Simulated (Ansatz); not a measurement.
# NaCuS2: relaxing a made-up structure, part 2 of 2

Starting from a made-up structure for NaCuS2, the aim is the relaxed cell, its shortest contacts and, where a second run follows, its electronic structure.

Ansatz 0.2.0; DFT, PBEsol, plane-wave PAW, files of the set soft_1, scalar-relativistic, ferromagnetic start, cell and ions relaxed at zero pressure; PAW set soft_1 (the session's first sound run).

So far: The starting structure; Relaxing cell and atoms. The relaxed cell has a, b, c = 4.637, 12.282, 6.541 Å (conventional setting).

**3. Electronic structure of the relaxed cell**

A second self-consistent run takes a narrower smearing and the mesh shown in its input; the bands follow along the standard path of the relaxed lattice.

This step: DFT, PBEsol, plane-wave PAW, files of the set soft_1, scalar-relativistic, no spin, bands and density of states at the relaxed cell; PAW set soft_1 (Ansatz 0.2.0).

Input file input.yaml:

```yaml
crystal:
  lattice:
    - [2.3185411861, -6.1408912312, 0.0]
    - [2.3185411861, 6.1408912312, 0.0]
    - [0.0, 0.0, 6.5407875426]
  atoms:
    - { symbol: Cu, position: [0.0031466462, 0.9968533538, 0.75] }
    - { symbol: Cu, position: [0.9968533538, 0.0031466462, 0.25] }
    - { symbol: S, position: [0.8821635185, 0.1178364815, 0.9951233063] }
    - { symbol: S, position: [0.1178364815, 0.8821635185, 0.0048766937] }
    - { symbol: S, position: [0.8821635185, 0.1178364815, 0.5048766937] }
    - { symbol: S, position: [0.1178364815, 0.8821635185, 0.4951233063] }
    - { symbol: Na, position: [0.3178961118, 0.6821038882, 0.75] }
    - { symbol: Na, position: [0.6821038882, 0.3178961118, 0.25] }
kpoints:
  mp_grid: { grid: [8, 8, 6] }
  band_path:
    path:
      - [[0.0, 0.0, 0.0], [0.28563747, 0.28563747, 0.0], [0.0, 0.5, 0.0], [0.0, 0.5, 0.5], [0.28563747, 0.28563747, 0.5], [0.0, 0.0, 0.5], [0.0, 0.0, 0.0], [-0.5, 0.5, 0.0], [-0.28563747, 0.71436253, 0.0], [-0.28563747, 0.71436253, 0.5], [-0.5, 0.5, 0.5], [-0.5, 0.5, 0.0]]
      - [[0.0, 0.0, 0.5], [-0.5, 0.5, 0.5]]
    npoints: 6
scf:
  occupations: { method: fermi_dirac, width: 0.03 }
  n_extra_bands: 12
hamiltonian:
  xc: pbesol
  pseudopotentials: { kind: paw, azcp: { folder: soft_1 }, xc_functional: pbe }
output:
  forces: true
  stress: true
  write_bands: true
  dos: { projected: true }
  write_density: true
  write_potential: true
  elf: true
  volumetric_format: npy
```

Run with:

```console
$ ansatz run input.yaml --threads 4 --pin off --max-ram 10240MiB --backend cpu --events-out ev --progress --plain --runs-dir out
```

Numbers of over 12 decimals in the logs are rounded to 6 here.

The log of the run:

```text
[...]
Crystal: 8 atoms, lattice volume = 186.254 Å³
Basis set: ecut = 420 eV, 3615 PW (Γ), exchange–correlation on 90×90×90 points (8 copies of the dense FFT grid, shifted against one another)
Bands: 52, of which v1, the nominal top of the filled ones, is band 40 counted from 1 (39 counted from 0)
Symmetry: 8 space group operations
[...]
k-points: 84 of 384
[...]
SCF iter   1: F=—  HF=-19675.777154 eV  |F-HF|=—  |Δ(HF+E_count)|=         —  Δρ=1.29e-1  dr2=2.32e1  ethr=3.10e-3  ⟨swp⟩=7.8  Hψ=19343  notcnv=0  defer=57
[...]
SCF iter  10: F=-19672.519864 eV  HF=-19672.519864 eV  |F-HF|=1.39e-8  |Δ(HF+E_count)|=   2.18e-7  Δρ=6.35e-6  dr2=6.21e-8  ethr=1.25e-10  ⟨swp⟩=19.6  Hψ=36466  notcnv=0
SCF 1 converged in 10 iterations: F = -19672.519864 eV  dr2 = 6.21e-8
[...]
NSCF: frozen V_eff on 74 k-points
SCF converged after 10 iterations
Free energy (F): -19672.519864 eV
[...]
Internal energy: -19672.519633 eV  (E = F + TS)
E sigma→0 (E₀):  -19672.519748 eV
Entropy (-TS):   -0.000231 eV (-0.029 meV/atom)
Fermi energy:    3.741844 eV
[...]
--- Forces (eV/Å), atoms counted from 1 ---
  atom   1  Cu     0.00000000    -0.00022326     0.00000000
  atom   2  Cu     0.00000000     0.00022326     0.00000000
  atom   3  S      0.00000000    -0.00166851    -0.00161552
  atom   4  S     -0.00000000     0.00166851     0.00161552
  atom   5  S      0.00000000    -0.00166851     0.00161552
  atom   6  S     -0.00000000     0.00166851    -0.00161552
  atom   7  Na     0.00000000     0.00146617     0.00000000
  atom   8  Na     0.00000000    -0.00146617     0.00000000
  max |Σ_I F_I| component: 0.00e0 eV/Å
--- Stress (GPa, compression-positive) ---
        0.008322       0.000000       0.000000
        0.000000      -0.006127       0.000000
        0.000000       0.000000      -0.047846
  P = ⅓ Tr σ = -0.0152 GPa (-0.152 kbar)
--- Band table (eV; the first three rows and the last of 84) ---
  k-point 0: bands = [... 36 lower, 3.0933, 3.1380, 3.4184, 3.6542, 5.4923, 5.7043, 6.9839, 7.3606, ... 8 higher]
  k-point 1: bands = [... 36 lower, 3.0993, 3.1360, 3.4371, 3.5041, 5.3314, 5.3700, 7.1939, 7.5790, ... 8 higher]
  k-point 2: bands = [... 36 lower, 3.0959, 3.1133, 3.1622, 3.2759, 4.7649, 5.0710, 7.6334, 8.2024, ... 8 higher]
  k-point 83: bands = [... 36 lower, 2.4120, 2.4120, 3.5060, 3.5060, 3.8173, 3.8173, 8.3504, 8.3504, ... 8 higher]
```

It took 17 s on 4 threads of Arm Neoverse V2, shared host; peak memory 0.87 GiB.

The column dr2 measures how far the density is from self-consistency, as an energy; F and HF (Harris–Foulkes) agree once it is small.

Numbers from this step:

```yaml
free_energy: -19672.5199 eV
energy_at_zero_smearing: -19672.5197 eV
fermi_energy: 3.742 eV
gap_by_band_count: 0.1630 eV
pressure: -0.01522 GPa
```

From bands.tsv. The electronic bands at the labelled points (eV, zero at the valence top; v1 is the highest filled band, c1 the lowest empty one):

```csv
point,v4,v3,v2,v1,c1,c2,c3,c4
Γ,-0.56,-0.52,-0.24,0.00,1.84,2.05,3.33,3.71
halfway,-0.78,-0.75,-0.31,-0.18,1.74,2.04,3.76,4.16
X,-0.77,-0.72,-0.52,-0.33,1.43,1.99,3.20,4.43
halfway,-0.77,-0.73,-0.54,-0.45,1.48,2.00,3.20,4.58
S,-0.77,-0.75,-0.73,-0.57,1.50,2.00,3.23,4.46
halfway,-0.98,-0.75,-0.72,-0.70,1.20,1.21,3.79,4.82
R,-1.22,-1.22,-0.73,-0.73,0.70,0.70,4.66,4.66
halfway,-1.29,-1.29,-0.74,-0.74,0.70,0.70,4.62,4.62
A,-1.42,-1.42,-0.73,-0.73,0.68,0.68,4.59,4.59
halfway,-1.23,-1.23,-0.72,-0.72,1.01,1.01,5.00,5.00
Z,-1.00,-1.00,-0.53,-0.53,1.11,1.11,4.50,4.50
halfway,-0.55,-0.52,-0.32,-0.24,1.35,1.58,3.75,4.19
Γ,-0.56,-0.52,-0.24,0.00,1.84,2.05,3.33,3.71
halfway,-0.75,-0.46,-0.31,-0.06,1.45,1.99,3.76,4.17
Y,-0.73,-0.29,-0.20,-0.12,1.07,1.93,4.03,4.90
halfway,-0.72,-0.43,-0.41,-0.25,1.19,1.95,3.95,4.43
X1,-0.77,-0.72,-0.52,-0.33,1.43,1.99,3.20,4.43
halfway,-1.24,-0.90,-0.78,-0.33,1.14,1.19,3.76,4.58
A1,-1.42,-1.42,-0.73,-0.73,0.68,0.68,4.59,4.59
halfway,-1.39,-1.39,-0.45,-0.45,0.38,0.38,4.78,4.78
T,-1.24,-1.24,-0.15,-0.15,0.16,0.16,4.70,4.70
halfway,-1.20,-0.59,-0.18,-0.12,0.69,1.00,4.25,5.00
Y,-0.73,-0.29,-0.20,-0.12,1.07,1.93,4.03,4.90
jump to Z,-1.00,-1.00,-0.53,-0.53,1.11,1.11,4.50,4.50
halfway,-1.15,-1.15,-0.31,-0.31,0.63,0.63,4.72,4.72
T,-1.24,-1.24,-0.15,-0.15,0.16,0.16,4.70,4.70
```

Electrostatic potential energy in the bc plane of the conventional cell at fractional x = 0.500, with atoms of Cu and S and Na within 0.2 Å of it. With pseudopotentials it is smooth inside the atoms' cores, unlike the true potential.

Ten even steps from '0' (-58 eV) to '9' (9 eV), each cell a mean:
```
99999999999633358996333489999999999
99999989999854578888544689999999999
99998756899988875347888899999999999
99997201699999851004899999999999999
99997100689999850003899999999999999
99998413799999862025899999999999999
99999878999877787668766899999999999
99999999999743368887433589999999999
99999999998534348996343379999999999
99999999999633348997333489999999999
99999999999853478888645799998999999
99999999999988885346888999975689999
99999999999999962003899999830058999
99999999999999961002799999820048999
99999999999999873114899999852268999
99999999999876687667777899987889999
99999999999733368887433589999999999
99999999998534348996343379999999999
```
Columns run along b (12.3 Å; values clipped at the 3rd and 97th percentile), rows up along c (6.5 Å), edges of the conventional cell, whose origin can differ from the input's. Atoms in or near the plane, at fractional coordinates: Cu at (0.50, 0.75), Cu at (0.50, 0.25), S at (0.62, 0.00), S at (0.38, 0.00), S at (0.62, 0.50), S at (0.38, 0.50), Na at (0.18, 0.75), Na at (0.82, 0.25).

ELF in the bc plane of the conventional cell at fractional x = 0.500, with atoms of Cu and S and Na within 0.2 Å of it. It is the smooth field of the valence electrons, not physical close to the nuclei.

Values, 10 rows by 16 columns, each cell a mean:
```
0.01 0.01 0.02 0.04 0.51 0.71 0.52 0.51 0.42 0.53 0.56 0.70 0.13 0.02 0.01 0.01
0.01 0.03 0.39 0.39 0.15 0.52 0.56 0.23 0.22 0.54 0.57 0.32 0.04 0.01 0.01 0.01
0.01 0.08 0.48 0.47 0.09 0.14 0.22 0.30 0.37 0.22 0.18 0.06 0.01 0.00 0.00 0.01
0.01 0.02 0.27 0.27 0.22 0.65 0.68 0.29 0.25 0.65 0.67 0.45 0.06 0.01 0.01 0.01
0.01 0.02 0.01 0.04 0.58 0.66 0.36 0.53 0.44 0.40 0.48 0.74 0.14 0.02 0.02 0.01
0.01 0.01 0.02 0.06 0.59 0.68 0.44 0.53 0.40 0.59 0.62 0.65 0.07 0.03 0.01 0.01
0.01 0.01 0.01 0.02 0.25 0.53 0.59 0.25 0.22 0.50 0.55 0.22 0.31 0.44 0.08 0.01
0.01 0.01 0.00 0.01 0.05 0.15 0.24 0.26 0.42 0.20 0.18 0.06 0.44 0.46 0.18 0.01
0.01 0.01 0.01 0.03 0.35 0.66 0.69 0.32 0.22 0.63 0.68 0.33 0.21 0.33 0.04 0.01
0.01 0.01 0.02 0.07 0.63 0.63 0.29 0.53 0.43 0.45 0.51 0.71 0.10 0.01 0.02 0.01
```
Columns run along b (12.3 Å), rows up along c (6.5 Å), edges of the conventional cell, whose origin can differ from the input's. Atoms in or near the plane, at fractional coordinates: Cu at (0.50, 0.75), Cu at (0.50, 0.25), S at (0.62, 0.00), S at (0.38, 0.00), S at (0.62, 0.50), S at (0.38, 0.50), Na at (0.18, 0.75), Na at (0.82, 0.25).

Valence density in the bc plane of the conventional cell at fractional x = 0.500, with atoms of Cu and S and Na within 0.2 Å of it. It is the smooth field of the valence electrons, not physical close to the nuclei.

Ten steps, logarithmic in the rise over the least value, from '0' (0 e/Å³) to '9' (59 e/Å³), each cell a mean:
```
00000000000121221011211210000000000
00000000000112211111222100000000000
00000132000011112431111000000000000
00001565100000126873100000000000000
00001676200000027983100000000000000
00000354100000114652110000000000000
00000010000011111221111100000000000
00000000000122211111222110000000000
00000000001111121011111210000000000
00000000000121121011211210000000000
00000000000112211111222100000000000
00000000000011112432111000012200000
00000000000000015874100000046630000
00000000000000026994100000057730000
00000000000000113663110000025420000
00000000000011111221111100001000000
00000000000121221111222110000000000
00000000001110121011211210000000000
```
Columns run along b (12.3 Å), rows up along c (6.5 Å), edges of the conventional cell, whose origin can differ from the input's. Atoms in or near the plane, at fractional coordinates: Cu at (0.50, 0.75), Cu at (0.50, 0.25), S at (0.62, 0.00), S at (0.38, 0.00), S at (0.62, 0.50), S at (0.38, 0.50), Na at (0.18, 0.75), Na at (0.82, 0.25).

**4. What came out**

```yaml
space_group_relaxed: Cmcm
conventional_cell: a = 4.637, b = 12.282, c = 6.541 Å; α = 90.0°, β = 90.0°, γ = 90.0°
volume_per_atom: 23.28 Å³ (guess 20.93)
total_moment: 0.00 μB in the cell of 8 atoms
```

What this shows: NaCuS2 relaxes to Cmcm with a = 4.637, b = 12.282 and c = 6.541 Å. The guessed volume was 10 % too small. The space group Cmcm was held in the relaxation, so the end point is a stationary structure within it and may be a saddle against distortions or other arrangements. The moments died out from this one start and weren't seeded again at the relaxed cell. It has an indirect Kohn–Sham gap of 0.16 eV, which semilocal functionals understate. On the 8×8×6 mesh with the narrower smearing (relaxed on 7×7×5) the largest force component is 0.002 eV/Å and the largest stress component is 0.048 GPa, within the relaxation's thresholds of 0.015 eV/Å and 0.05 GPa. The cutoff wasn't tested. No dispersion term is used, so weakly bound directions may come out too long. Nothing here tests whether the compound is stable against decomposition.

[Logs are printed without paths, hosts, clocks, repeated set-up lines and the standing remarks that a program may print on its own settings, such as how far it seeks lower states.]

[Hosts, paths, dates, database ids (printed as entryN), source tags and the programs' standing remarks are cut or masked in the printed files.]
